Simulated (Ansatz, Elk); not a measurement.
# LaSi2Ru2C: X-ray structure factors from the self-consistent density

Structure refinements treat a crystal as free atoms side by side. For a made-up structure of LaSi2Ru2C (cell and positions from a PBE relaxation) the runs below show what the calculated density changes in F(hkl).

Method: DFT, PBE, all-electron APW+lo, Dirac cores, scalar-relativistic bands, static density, no spin, in Elk 11.2.3 (patched build).

This account leaves out most program logs.

The structure was built from a prototype and need not be the compound's stable phase.

### Step 1. The starting structure

The structure is tetragonal, space group P4/mmm (No. 123). The conventional cell has a = 4.107 Å, b = 4.107 Å, c = 5.477 Å, α = 90.00°, β = 90.00°, γ = 90.00°. Nearest to La lie 2 C at 2.74 Å and 8 Si at 3.14 Å. Nearest to Ru lie 2 C at 2.05 Å and 4 Si at 2.58 Å. Si has 2 Si at 2.37 to 3.11 Å and 4 Ru at 2.58 Å and 4 La at 3.14 Å nearest. C has 4 Ru at 2.05 Å and 2 La at 2.74 Å nearest. Farther neighbours are not listed.

### Step 2. Ground state and structure factors

An all-electron density is needed, since X-rays see the cores too. Task 0 finds the density and task 195 Fourier-transforms it; tshift is off so that phases refer to the origin typed.

File elk.in:

```
tasks
  0
  195

xctype
  20

spinpol
  .false.

rgkmax
  7.0

gmaxvr
  14.0

lmaxo
  7

lmaxapw
  8

swidth
  0.002

tshift
  .false.

ramdisk
  .false.

hmaxvr
  5.5

maxscl
  120

epspot
  1e-06

sppath
  './'

avec
  7.76129571742 0.00000000000 -0.00000000000
  0.00000000000 7.76129571742 0.00000000000
  -0.00000000000 0.00000000000 10.34986023139

atoms
  4
  'La.in'
  1
  0.0000000000 0.0000000000 0.5000000000   0.000000 0.000000 0.000000
  'Ru.in'
  2
  -0.0000000000 0.5000000000 -0.0000000000   0.000000 0.000000 0.000000
  0.5000000000 -0.0000000000 -0.0000000000   0.000000 0.000000 0.000000
  'Si.in'
  2
  0.5000000000 0.5000000000 0.2839797030   0.000000 0.000000 0.000000
  0.5000000000 0.5000000000 0.7160202970   0.000000 0.000000 0.000000
  'C.in'
  1
  -0.0000000000 0.0000000000 -0.0000000000   0.000000 0.000000 0.000000

ngridk
  6 6 4
```

On the command line:

```console
$ OMP_NUM_THREADS=4 elk
```

Elapsed: 35 s, on 4 threads of Intel Xeon Platinum 8488C (Sapphire Rapids), shared host; peak memory 0.25 GiB.

SFACRHO.OUT:

```text

h k l indices transformed by vhmat matrix:
   1.000000000       0.000000000       0.000000000    
   0.000000000       1.000000000       0.000000000    
   0.000000000       0.000000000       1.000000000    

      h      k      l  multipl.   |H|            Re(F)            Im(F)           |F|

      0      0      0      1   0.0000000       179.00000      0.98534962E-17   179.00000    
      0      0     -1      2  0.60707924       29.639924     -0.64850591E-14   29.639924    
      0     -1      0      4  0.80955365       32.260042     -0.69848364E-14   32.260042    
      0     -1     -1      8   1.0118905      -39.359340     -0.10802097E-13   39.359340    
      1     -1      0      4   1.1448818      -1.3593658     -0.34650715E-14   1.3593658    
      0      0      2      2   1.2141585       103.58640     -0.11911506E-13   103.58640    
      1     -1      1      8   1.2958779      -116.23940      0.64988460E-14   116.23940    
      1      0      2      8   1.4593005       64.263112     -0.59538135E-14   64.263112    
     -2      0      0      4   1.6191073       128.46003      0.12358130E-13   128.46003    
      1     -1      2      8   1.6688125      -34.969439     -0.70278941E-14   34.969439    
      2      0     -1      8   1.7291772       21.099980     -0.11883234E-13   21.099980    
     -1     -2      0      8   1.8102170       26.646396     -0.23254071E-14   26.646396    
      0      0     -3      2   1.8212377       33.778454     -0.16200475E-13   33.778454    
     -1      2     -1     16   1.9093011      -33.708412     -0.16246665E-13   33.708412    
      1      0     -3      8   1.9930589      -46.417799     -0.11869907E-13   46.417799    
      0      2     -2      8   2.0237809       85.885991      0.26825675E-14   85.885991    
     -1      1      3      8   2.1511999      -83.596554      0.17282699E-13   83.596554    
      2     -1     -2     16   2.1796941       54.447865     -0.10260451E-13   54.447865
```

Elk indexes on the primitive cell of elk.in and gives |H| = 4π sin θ/λ in inverse bohr. Below, one row stands for each form hkl of the conventional cell (m members, Friedel mates merged), F is for one primitive cell and the density is static (no thermal factor). Free-atom factors are Waasmaier and Kirfel's, and R is Σm||F|−|F'||/Σm|F|. Elk warned that it couldn't find a linearisation energy, which lowers the accuracy of some states in this run and its variants.

| hkl | m | sin θ/λ (Å⁻¹) | abs F, DFT | neutral atoms | diff. |
| --- | --- | --- | --- | --- | --- |
| 001 | 2 | 0.091 | 29.640 | 29.852 | -0.212 |
| 100 | 4 | 0.122 | 32.260 | 32.182 | +0.078 |
| 101 | 8 | 0.152 | 39.359 | 39.564 | -0.205 |
| 110 | 4 | 0.172 | 1.359 | 1.858 | -0.499 |
| 002 | 2 | 0.183 | 103.586 | 104.083 | -0.497 |
| 111 | 8 | 0.195 | 116.239 | 116.821 | -0.582 |
| 102 | 8 | 0.219 | 64.263 | 64.251 | +0.012 |
| 200 | 4 | 0.243 | 128.460 | 128.783 | -0.323 |
| 112 | 8 | 0.251 | 34.969 | 35.768 | -0.798 |
| 201 | 8 | 0.260 | 21.100 | 21.359 | -0.259 |
| 210 | 8 | 0.272 | 26.646 | 26.350 | +0.296 |
| 003 | 2 | 0.274 | 33.779 | 34.542 | -0.764 |
| 211 | 16 | 0.287 | 33.708 | 33.745 | -0.037 |
| 103 | 8 | 0.300 | 46.418 | 46.544 | -0.126 |
| 202 | 8 | 0.304 | 85.886 | 85.860 | +0.026 |
| 113 | 8 | 0.324 | 83.597 | 83.691 | -0.095 |
| 212 | 16 | 0.328 | 54.448 | 54.469 | -0.022 |
| 220 | 4 | 0.344 | 110.356 | 110.438 | -0.082 |

### Step 3. The highest occupied states alone

An energy window below the Fermi level keeps the highest occupied states, to see at which angles they scatter; shallow core shells can lie inside it and anion s states outside. No new self-consistency is needed.

elk.in: that of step 2 with these lines changed.

```diff
@@ -1,3 +1,2 @@
 tasks
-  0
   195
@@ -40,2 +39,5 @@
 
+wsfac
+  -0.132540 0.718700
+
 sppath
```

On the command line:

```console
$ OMP_NUM_THREADS=4 elk
```

Elapsed: 9.3 s, on 4 threads; peak memory 0.16 GiB.

States within 15 eV below the Fermi level hold 31.00 electrons; any levels below the window count with the cores. Their amplitudes can exceed the total, where window and core parts have opposite phase:

| hkl | sin θ/λ (Å⁻¹) | abs F, window | abs F, all |
| --- | --- | --- | --- |
| 001 | 0.091 | 12.928 | 29.640 |
| 100 | 0.122 | 0.226 | 32.260 |
| 101 | 0.152 | 2.576 | 39.359 |
| 110 | 0.172 | 2.635 | 1.359 |
| 002 | 0.183 | 6.737 | 103.586 |
| 111 | 0.195 | 4.075 | 116.239 |
| 102 | 0.219 | 2.068 | 64.263 |
| 200 | 0.243 | 4.878 | 128.460 |
| 112 | 0.251 | 1.692 | 34.969 |
| 201 | 0.260 | 3.640 | 21.100 |

### Step 4. Another functional

The difference from free atoms is small, so it is set against the change that LDA (Perdew-Wang) makes.

elk.in: that of step 3 with these lines changed.

```diff
@@ -1,2 +1,3 @@
 tasks
+  0
   195
@@ -4,3 +5,3 @@
 xctype
-  20
+  3
 
@@ -39,5 +40,2 @@
 
-wsfac
-  -0.132540 0.718700
-
 sppath
```

On the command line:

```console
$ OMP_NUM_THREADS=4 elk
```

Run time: 31 s. Hardware: 4 threads; peak memory 0.19 GiB; 58 s of CPU time.

Against the first run R = 0.04 %; the largest change is +0.050 at 330.

### Step 5. A coarser k-mesh

About half the k-points along each axis test the sampling.

elk.in: that of step 4 with these lines changed.

```diff
@@ -5,3 +5,3 @@
 xctype
-  3
+  20
 
@@ -66,2 +66,2 @@
 ngridk
-  6 6 4
+  3 3 2
```

On the command line:

```console
$ OMP_NUM_THREADS=4 elk
```

The job ended after 20 s (4 threads; peak memory 0.25 GiB; 40 s of CPU time).

Against the first run R = 0.02 %; the largest change is +0.077 at 003.

### Step 6. Settings against the effect

| run | R against the first run (%) | R against neutral atoms, low angle (%) | wall time |
| --- | --- | --- | --- |
| PBE, rgkmax 7 | 0.00 | 0.59 | 35 s |
| LDA (Perdew-Wang) | 0.04 | 0.59 | 31 s |
| k-mesh 3×3×2 | 0.02 | 0.58 | 20 s |

### Step 7. Results

```
R against neutral atoms, sin θ/λ < 0.3 Å⁻¹ : 0.59 %
R against neutral atoms, 0.3 to 0.79 Å⁻¹   : 0.22 %
```

In words: Independent neutral atoms miss the calculated amplitudes by R = 0.59 % below 0.3 Å⁻¹ and 0.22 % from there to 0.79 Å⁻¹; by shells, 0.39 % below 0.15 Å⁻¹ (2 forms), 0.60 % 0.15 to 0.3 (12 forms), 0.29 % 0.3 to 0.45 (21 forms), 0.20 % above 0.45 (114 forms). Bonding, aspherical density and the tables' own atoms all enter these figures, and the runs don't part them. The largest change of an amplitude is -0.80 electrons, at 112. Weak lines can change much in proportion: 310 goes from 0.83 to 1.20. The window's part falls from 31.0 electrons at the origin to at most 0.41 between 0.45 and 0.79 Å⁻¹. Below 0.3 Å⁻¹ the changes that finished (LDA (Perdew-Wang) and k-mesh 3×3×2) move F by R = 0.02 % at most, against the 0.59 % that separates it from free atoms. The basis has no finished test. These runs have no spin, though d or f shells may be open. Part of the difference isn't bonding: the tables are fits to free atoms and ions calculated by other methods than this functional. Thermal motion, anomalous dispersion and extinction are left out.

[Logs are printed without paths, hosts, clocks, repeated set-up lines and the standing remarks that a program may print on its own settings, such as how far it seeks lower states.]

[Hosts, paths, dates, database ids (printed as entryN), source tags and the programs' standing remarks are cut or masked in the printed files.]
